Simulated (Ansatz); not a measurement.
**Electronic structure of twisted Ti3C2O2 MXene bilayer, 54.91° (1778 atoms)**

Aim: energy and forces of twisted Ti3C2O2 MXene bilayer, 54.91° (1778 atoms) at a fixed geometry.

Method: Kohn-Sham DFT, LDA, PAW (set soft_2), localised support functions (medium), in Ansatz 0.2.0.

## 1. The structure

The cell holds 1778 atoms: 762 Ti, 508 C and 508 O. Its edges and angles: a = 34.259 Å, b = 34.259 Å, c = 28.520 Å, α = 90.0°, β = 90.0°, γ = 120.0°. It derives from Ti3C2O2 (Ti3C2O2 MXene). Ti3C2O2 MXene (a = 3.04 Å) under Ti3C2O2 MXene (a = 3.04 Å), bilayer, commensurate cell of 127 unit cells a layer, twist 54.91 deg; facing planes 2.72 Å apart; 12 Å of vacuum; layers as built, displaced by a Gaussian of 0.01 Å. Regions: layer 1, 889 atoms (381 Ti, 254 C and 254 O); layer 2, 889 atoms (381 Ti, 254 C and 254 O). Vacuum lies along c.

Before any run, some limits are plain. The functional has no dispersion term, which matters for the binding between molecules or layers, where LDA binds through overlap of densities alone. Beside vacuum, support functions can miss their usual error bounds without a warning. The main run has no spin polarisation, so moments on Ti can't form in it, and no Hubbard term. Sampling is at Γ alone, for a cell whose shortest periodic width is 30 Å.

## 2. Support functions medium

One self-consistent run at the given positions yields energy and forces.

input.yaml

```yaml
crystal:
  lattice:
    - [34.2591, 0.0, 0.0]
    - [-17.12955, 29.66925, 0.0]
    - [0.0, 0.0, 28.52]
  atoms:
    - { symbol: Ti, position: [0.00792, 0.85039, 0.33138] }
    - { symbol: C, position: [0.05802, 0.90337, 0.37643] }
    - { symbol: C, position: [0.06065, 0.85344, 0.287] }
    - { symbol: Ti, position: [0.06039, 0.85284, 0.42089] }
    - { symbol: Ti, position: [0.05842, 0.90336, 0.24133] }
    - { symbol: O, position: [0.00746, 0.85016, 0.45252] }
    - { symbol: O, position: [0.00851, 0.8508, 0.21074] }
    - { symbol: Ti, position: [0.05514, 0.95276, 0.33111] }
    - { symbol: C, position: [0.10517, 0.00477, 0.3751] }
    - { symbol: C, position: [0.10767, 0.9558, 0.28708] }
    - { symbol: Ti, position: [0.10797, 0.9557, 0.42108] }
    - { symbol: Ti, position: [0.10483, 0.00553, 0.24159] }
    - { symbol: O, position: [0.05513, 0.95355, 0.45236] }
    - { symbol: O, position: [0.05517, 0.95306, 0.2106] }
    - { symbol: Ti, position: [0.01574, 0.70056, 0.33111] }
    - { symbol: C, position: [0.06541, 0.75281, 0.37638] }
    - { symbol: C, position: [0.06786, 0.7036, 0.28711] }
    - { symbol: Ti, position: [0.06851, 0.70349, 0.42101] }
    - { symbol: Ti, position: [0.06606, 0.75359, 0.24148] }
    - { symbol: O, position: [0.01524, 0.7012, 0.45277] }
    - { symbol: O, position: [0.01501, 0.70045, 0.21035] }
    - { symbol: Ti, position: [0.06288, 0.8032, 0.33136] }
    - { symbol: C, position: [0.11305, 0.85608, 0.37569] }
    - { symbol: C, position: [0.11636, 0.80618, 0.2859] }
    - { symbol: Ti, position: [0.11584, 0.80616, 0.41998] }
    - { symbol: Ti, position: [0.11218, 0.8551, 0.24209] }
    - { symbol: O, position: [0.06214, 0.80248, 0.45238] }
    - { symbol: O, position: [0.06298, 0.8028, 0.21027] }
    - { symbol: Ti, position: [0.11028, 0.90587, 0.33153] }
    - { symbol: C, position: [0.16033, 0.95805, 0.37596] }
    - { symbol: C, position: [0.16293, 0.90864, 0.28702] }
    - { symbol: Ti, position: [0.16239, 0.90828, 0.42066] }
    [... 1740 atom lines left out ...]
    - { symbol: C, position: [0.35969, 0.88191, 0.71321] }
    - { symbol: C, position: [0.36228, 0.93484, 0.62398] }
    - { symbol: Ti, position: [0.36159, 0.93385, 0.75838] }
    - { symbol: Ti, position: [0.3593, 0.88196, 0.57878] }
    - { symbol: O, position: [0.41225, 0.93213, 0.78961] }
    - { symbol: O, position: [0.4122, 0.93189, 0.54816] }
kpoints:
  mp_grid: { grid: [1, 1, 1] }
hamiltonian:
  xc: lda
scf:
  occupations: { method: gaussian, width: 0.05 }
  eigensolver: { kind: { support_functions: { accuracy: medium } } }
  mixing: { beta: 0.2 }
  max_iter: 150
output:
  forces: true
```

Started as:

```bash
ansatz run input.yaml --threads 32 --pin off --max-ram 143360MiB --backend cuda --events-out ev --progress --plain --runs-dir out
```

Log:

```text
Warning: scf.eigensolver.kind.support_functions: disabling space-group detection — the functions' gradient is summed over unrotated k-points, so no spatial operation reduces the k-mesh or symmetrises the density; time reversal is kept, so that k and −k are solved as one point where they differ and the mesh holds both, and exact exchange and, on two spinor components, a DFT+U term hold to it where the run has them: [...]
Warning: basis.ecutwfc = 464 eV, auto-derived: no grid that the accuracy of the support functions lays serves the files at the lower one that their records recommend; a deck with other species or settings can derive another value
settings of this run that can trade accuracy for cost: scf.eigensolver.kind.support_functions [...]
Engine: ansatz 0.2.0, aarch64-unknown-linux-gnu
Pseudopotentials: kind: paw
Pseudopotential: Ti, paw, valence charge 12, recommended cutoff 420 eV (normal), Ti.paw.azcp
Pseudopotential: C, paw, valence charge 4, recommended cutoff 420 eV (normal), C.paw.azcp
Pseudopotential: O, paw, valence charge 6, recommended cutoff 420 eV (normal), O.paw.azcp
[... 3 lines on functional and potentials left out ...]
device memory: the entry about to start is reckoned to put 65.4 GiB on a device that reports 182.5 GiB free
GPU FFT provider: cuFFT
GPU libraries: cuBLAS 13.8.1, cuFFT 12.4.0, cuSOLVER 12.3.2
GPU matrix products: emulated (plane waves: as basis.precision tells), large ones in fixed point in workspaces of 1.00 GiB
Crystal: 1778 atoms, lattice volume = 28988.920 Å³
Basis set: ecut = 464 eV, 657773 PW (Γ)
Bands: 8535, of which v1, the nominal top of the filled ones, is band 7112 counted from 1 (7111 counted from 0)
Symmetry: 1 space group operations
k-points: 1
[... 10 lines on functional and potentials left out ...]
Initial density: superposition of atomic densities (neutral atoms: chi_scale 0, normalization atom)
Initial wavefunctions: pseudopotential atomic-orbital guess
GPU buffer pool allocated for 12754584 grid points (all kernels)
Functional: x = slater, c = lda
SCF iter   1: F=—  HF=-2276350.174373 eV  |F-HF|=—  |Δ(HF+E_count)|=         —  Δρ=1.67e-1  dr2=1.03e4  ethr=1.00e-1
preconditioner: auto → Resta (q_TF=auto, 2.423 Å⁻¹)  ε∞=15.9  [insulator: Δε(μ)=1.237 eV  Ē_g=10.202 eV  σ=0.050 eV  W_gap=1.00  n_scr=6986 (ndim 8)  ℏωp=19.7 eV  f_vac=0.331  D(μ)=0.00/eV (n_scr^D=0)  ε∞_Penn≈4.7  vacuum switching on, ρ_ref=1.9e-3 e/Å³]
SCF iter   2: F=—  HF=-2275256.029246 eV  |F-HF|=—  |Δ(HF+E_count)|=    1.09e3  Δρ=9.49e-2  dr2=3.81e3  ethr=7.23e-2
SCF iter   3: F=—  HF=-2274772.127724 eV  |F-HF|=—  |Δ(HF+E_count)|=    4.84e2  Δρ=5.37e-2  dr2=1.55e3  ethr=2.68e-2  κ⁻¹=1.0e0(r=1)
SCF iter   4: F=—  HF=-2274559.128134 eV  |F-HF|=—  |Δ(HF+E_count)|=    2.13e2  Δρ=2.59e-2  dr2=4.95e2  ethr=1.09e-2  κ⁻¹=1.8e-3(r=2)
SCF iter   5: F=—  HF=-2274530.819731 eV  |F-HF|=—  |Δ(HF+E_count)|=    2.83e1  Δρ=1.78e-2  dr2=2.20e2  ethr=3.48e-3  κ⁻¹=6.3e-4(r=3)
SCF iter   6: F=—  HF=-2274500.428993 eV  |F-HF|=—  |Δ(HF+E_count)|=    3.04e1  Δρ=1.07e-2  dr2=9.08e1  ethr=1.55e-3  κ⁻¹=2.8e-4(r=4)
SCF iter   7: F=—  HF=-2274488.094383 eV  |F-HF|=—  |Δ(HF+E_count)|=    1.23e1  Δρ=9.41e-3  dr2=6.46e1  ethr=6.38e-4  κ⁻¹=1.3e-4(r=5)
SCF iter   8: F=—  HF=-2274480.788692 eV  |F-HF|=—  |Δ(HF+E_count)|=    7.31e0  Δρ=7.86e-3  dr2=3.14e1  ethr=4.54e-4  κ⁻¹=4.5e-5(r=6)
SCF iter   9: F=—  HF=-2274477.862742 eV  |F-HF|=—  |Δ(HF+E_count)|=    2.93e0  Δρ=7.28e-3  dr2=1.68e1  ethr=2.20e-4  κ⁻¹=3.7e-5(r=7)
SCF iter  10: F=—  HF=-2274476.507750 eV  |F-HF|=—  |Δ(HF+E_count)|=    1.35e0  Δρ=2.69e-3  dr2=5.34e0  ethr=1.18e-4  κ⁻¹=4.7e-5(r=7)
[...]
SCF iter  19: F=—  HF=-2274476.588111 eV  |F-HF|=—  |Δ(HF+E_count)|=   2.03e-2  Δρ=1.54e-4  dr2=8.74e-3  ethr=1.73e-7  κ⁻¹=2.9e-4(r=7)
SCF iter  20: F=—  HF=-2274476.603080 eV  |F-HF|=—  |Δ(HF+E_count)|=   1.50e-2  Δρ=8.60e-5  dr2=3.08e-3  ethr=6.15e-8  κ⁻¹=7.4e-4(r=7)
SCF iter  21: F=—  HF=-2274476.616547 eV  |F-HF|=—  |Δ(HF+E_count)|=   1.35e-2  Δρ=6.74e-5  dr2=1.16e-3  ethr=2.17e-8  κ⁻¹=9.9e-4(r=7)
SCF iter  22: F=—  HF=-2274476.628209 eV  |F-HF|=—  |Δ(HF+E_count)|=   1.17e-2  Δρ=5.03e-5  dr2=5.54e-4  ethr=8.16e-9  κ⁻¹=2.1e-4(r=7)
SCF iter  23: F=—  HF=-2274476.639153 eV  |F-HF|=—  |Δ(HF+E_count)|=   1.09e-2  Δρ=2.69e-5  dr2=2.03e-4  ethr=3.89e-9  κ⁻¹=1.1e-4(r=7)
SCF iter  24: F=—  HF=-2274476.649075 eV  |F-HF|=—  |Δ(HF+E_count)|=   9.92e-3  Δρ=1.63e-5  dr2=8.46e-5  ethr=1.43e-9  κ⁻¹=2.6e-4(r=7)
SCF iter  25: F=—  HF=-2274476.658200 eV  |F-HF|=—  |Δ(HF+E_count)|=   9.12e-3  Δρ=1.20e-5  dr2=3.98e-5  ethr=5.95e-10  κ⁻¹=4.8e-4(r=7)
SCF iter  26: F=—  HF=-2274476.666563 eV  |F-HF|=—  |Δ(HF+E_count)|=   8.36e-3  Δρ=8.79e-6  dr2=1.58e-5  ethr=2.80e-10  κ⁻¹=4.1e-4(r=7)
SCF iter  27: F=—  HF=-2274476.666572 eV  |F-HF|=—  |Δ(HF+E_count)|=   9.00e-6  Δρ=5.00e-6  dr2=6.10e-6  ethr=1.11e-10  κ⁻¹=3.8e-4(r=7)
SCF iter  28: F=-2274476.666582 eV  HF=-2274476.666576 eV  |F-HF|=6.00e-6  |Δ(HF+E_count)|=   3.95e-6  Δρ=3.79e-6  dr2=3.53e-6  ethr=4.29e-11
SCF 1 converged in 28 iterations: F = -2274476.938812 eV  dr2 = 3.53e-6
  greatest PAW one-centre occupation: 0.999 electrons in one spin orbital (limit 2), on the Ti atom at site 1383 (counted from 0), in its partial waves of l = 0
SCF converged after 28 iterations
Stability not checked: this state was not tested for a lower state beside it, because the mixer in use, unlike msr1, does not test its closes by its own steps (another_mixer; see scf.mixing.algorithm and scf.lower_state_search)
Free energy (F): -2274476.938812 eV
Harris-Foulkes:  -2274476.938806 eV  (|F-HF|=6.00e-6)
Internal energy: -2274476.531957 eV  (E = F + TS)
E sigma→0 (E₀):  -2274476.735384 eV
Entropy (-TS):   -0.406855 eV (-0.229 meV/atom)
Fermi energy:    5.580222 eV
--- Per-component energies (eV) ---
  E_band       = -207784.340699
  E_kinetic    = 340994.204406
  E_local      = -11297915.468259  (includes V_loc(G=0)·N_el)
  E_nonlocal   = 45816.189198
  E_softening  = 0.156667  (part of E_nonlocal)
  E_grid_corr  = -0.330700  (part of E_nonlocal)
  E_hartree    = 5512791.400306
  E_xc         = -135670.281993
  E_vxc        = -171426.546859  (∫ρ·V_xc dr)
  E_paw        = -880921.950374  (= ΣΔE_a)
  E_vpaw       = -150837.225968  (= ΣTr[D̂ρ^β])
  E_aug_tail   = 0.993394  (compensation charges beyond the density's cutoff)
  E_ewald      = 4140099.124417
  E_core_change = 329.529178  (= ΣΔE_core)
  E_smearing   = -0.406855  (= −TS)
  E_closure    = 0.000000  (closes the sum)
  E_support_correction = -0.272230  (second-order, or where that is not computed along the SCF)
  E_support_correction_error = 2.7e-2  (of E_support_correction; not in F)
  Σ components = -2274476.938812   (vs F -2274476.938812, Δ=0.00e0)
--- Forces (eV/Å), atoms counted from 1 ---
[... 1778 lines of forces left out ...]
  max |Σ_I F_I| component: 1.26e-2 eV/Å
--- Band table (eV) ---
[... left out ...]
  guard bands above this table: 1236 of the run's 8535 bands (output.publish_guard_bands: true publishes all)
```

Elapsed: 1.7 min, on 1 × NVIDIA GB200 with 32 threads of Arm Neoverse V2, shared host; peak memory 7.2 GiB; 3 min of CPU time.

That memory is the host's; the program planned up to 65.4 GiB on the GPU. Forces of this run were stored rounded, and per-atom blocks of the log weren't kept.

The program notes that the band table was not solved further than the SCF left it and it switched symmetry off.

The run gave:

```
free energy                             : -2274476.9388 eV
free energy per atom                    : -1279.2334 eV/atom
SCF cycles                              : 28
r.m.s. force component                  : 0.3296 eV/Å
longest force                           : 1.15 eV/Å
Fermi energy                            : 5.58 eV
levels partly filled by over 2 per cent : 22
```

Length of the force by element:

| element | coordination | atoms | mean length of the force (eV/Å) | spread | least | most |
| --- | --- | --- | --- | --- | --- | --- |
| C | all | 508 | 0.636 | 0.162 | 0.168 | 1.15 |
| O | all | 508 | 0.603 | 0.136 | 0.168 | 0.973 |
| Ti | all | 762 | 0.432 | 0.179 | 0.0276 | 1.04 |

The levels nearest the highest filled one (over half full), pooled over k-points and spins:

```csv
level less the highest filled one (eV),occupation
-0.0143,1.55
-0.0102,1.48
-0.0086,1.45
-0.0054,1.39
-0.0034,1.35
0,1.28
0.0274,0.677
0.0304,0.616
0.0333,0.558
0.044,0.376
0.0445,0.368
0.0488,0.307
```

## 3. Local order

Bonds and neighbours are counted at the geometry of the runs.

Normalised to the volume that the atoms fill. g(r), total and by pair (bins of 0.2 Å):

```csv
r (Å),total,Ti-Ti,Ti-C,Ti-O,C-C,C-O,O-O
1.90,1.80,0.00,0.00,7.35,0.00,0.00,0.00
2.10,3.08,0.00,12.35,0.22,0.00,0.00,0.00
2.30,0.04,0.00,0.18,0.00,0.00,0.00,0.00
2.50,0.00,0.00,0.00,0.00,0.00,0.00,0.00
2.70,0.52,0.00,0.00,0.00,0.00,3.07,0.17
2.90,0.46,0.01,0.00,0.00,0.01,2.59,0.42
3.10,3.91,10.53,0.00,0.00,14.25,0.00,9.96
3.30,0.03,0.00,0.00,0.00,0.00,0.00,0.35
3.50,0.26,0.00,0.00,0.95,0.00,0.00,0.34
3.70,1.65,0.00,4.30,2.32,0.00,0.00,0.31
3.90,0.22,0.00,0.61,0.19,0.00,0.00,0.29
4.10,0.49,0.00,0.00,0.19,0.00,2.60,0.28
4.30,0.65,2.09,0.00,0.18,2.36,0.00,0.27
4.50,0.45,0.04,0.00,1.71,0.00,0.00,0.26
4.70,1.21,0.11,0.69,4.08,0.00,0.00,0.24
4.90,1.78,0.11,6.87,0.16,0.00,0.12,0.24
5.10,0.95,0.10,0.00,0.15,0.00,5.35,0.23
5.30,1.88,5.53,0.00,0.15,6.35,0.21,3.41
5.50,0.14,0.28,0.00,0.14,0.00,0.21,0.21
5.70,0.10,0.09,0.00,0.14,0.00,0.20,0.20
5.90,0.34,0.09,0.12,0.13,0.00,1.48,0.19
6.10,0.89,2.08,0.13,0.15,2.40,0.19,2.59
6.30,0.98,0.21,0.13,3.53,0.00,0.18,0.19
6.50,1.31,0.08,4.35,0.65,0.00,0.33,0.17
6.70,0.80,0.17,0.12,0.23,0.17,4.03,0.17
6.90,1.12,2.51,0.11,1.74,1.74,0.17,0.48
7.10,0.92,0.16,2.33,1.11,0.09,0.16,0.16
7.30,0.32,0.21,0.20,0.21,0.16,0.98,0.16
```

Bonds by pair of elements; cutoffs follow the first minimum of g(r), held within bounds set by covalent radii, and pairs that aren't listed don't count as bonded:

```csv
pair A-B,cutoff (Å),bonds,mean length (Å),spread (Å),shortest (Å),B about A,A about B
Ti-C,2.64,3048,2.17,0.014,2.12,4,6
Ti-O,2.64,1524,1.97,0.014,1.93,2,3
```

How many atoms have how many bonded neighbours:

```
element  mean    3    6
      C     6    0  508
      O     3  508    0
     Ti     6    0  762
```

Bond angles (no mean is given where the spread exceeds 20°):

| angle | count | mean (°) | spread (°) |
| --- | --- | --- | --- |
| Ti-C-Ti | 7620 | - | - |
| C-Ti-C | 5334 | - | - |
| C-Ti-O | 4572 | - | - |
| O-Ti-O | 1524 | 101 | 0.6 |
| Ti-O-Ti | 1524 | 101 | 0.6 |

By these cutoffs all C atoms have 6, all O atoms have 3 and all Ti atoms have 6 bonded neighbours.

The surroundings of C1353, picked at random, nearest first, numbered as they follow in the input and with coordinates relative to it.

```csv
atom,x,y,z,distance (Å),bonds
C1353,0.00,0.00,0.00,0.00,6
Ti1422,-1.76,0.08,-1.26,2.17,6
Ti1359,0.82,-1.58,-1.25,2.18,6
Ti1352,0.96,1.49,-1.26,2.18,6
Ti1362,-0.95,-1.48,1.30,2.18,6
Ti1355,-0.81,1.56,1.31,2.19,6
Ti1292,1.78,-0.10,1.28,2.20,6
O1357,0.95,1.46,2.20,2.80,3
O1427,-1.75,0.07,2.19,2.81,3
O1364,0.82,-1.57,2.19,2.82,3
```

The column of bonds counts only the pairs Ti-C within 2.64 Å, Ti-O within 2.64 Å; other neighbours, such as metal atoms beside each other in a compound, aren't counted, and periodic images can show an atom twice.

## 4. Summary of results

* free energy per atom: -1279.2334 eV/atom
* r.m.s. force component: 0.3296 eV/Å
* wall time of the 1 DFT run: 1.7 min

22 levels are partly filled, by over 2 % (at Γ alone): no clear gap opens at this level. Levels of broken or missing bonds inside a gap of the host would look the same. By these cutoffs all C atoms have 6, all O atoms have 3 and all Ti atoms have 6 bonded neighbours.

Caveats: The geometry was built by rule, was displaced at random and isn't relaxed at this level: its force components are 0.33 eV/Å r.m.s.

[Logs are printed without paths, hosts, clocks, repeated set-up lines and the standing remarks that a program may print on its own settings, such as how far it seeks lower states.]

[Hosts, paths, dates, database ids (printed as entryN), source tags and the programs' standing remarks are cut or masked in the printed files.]
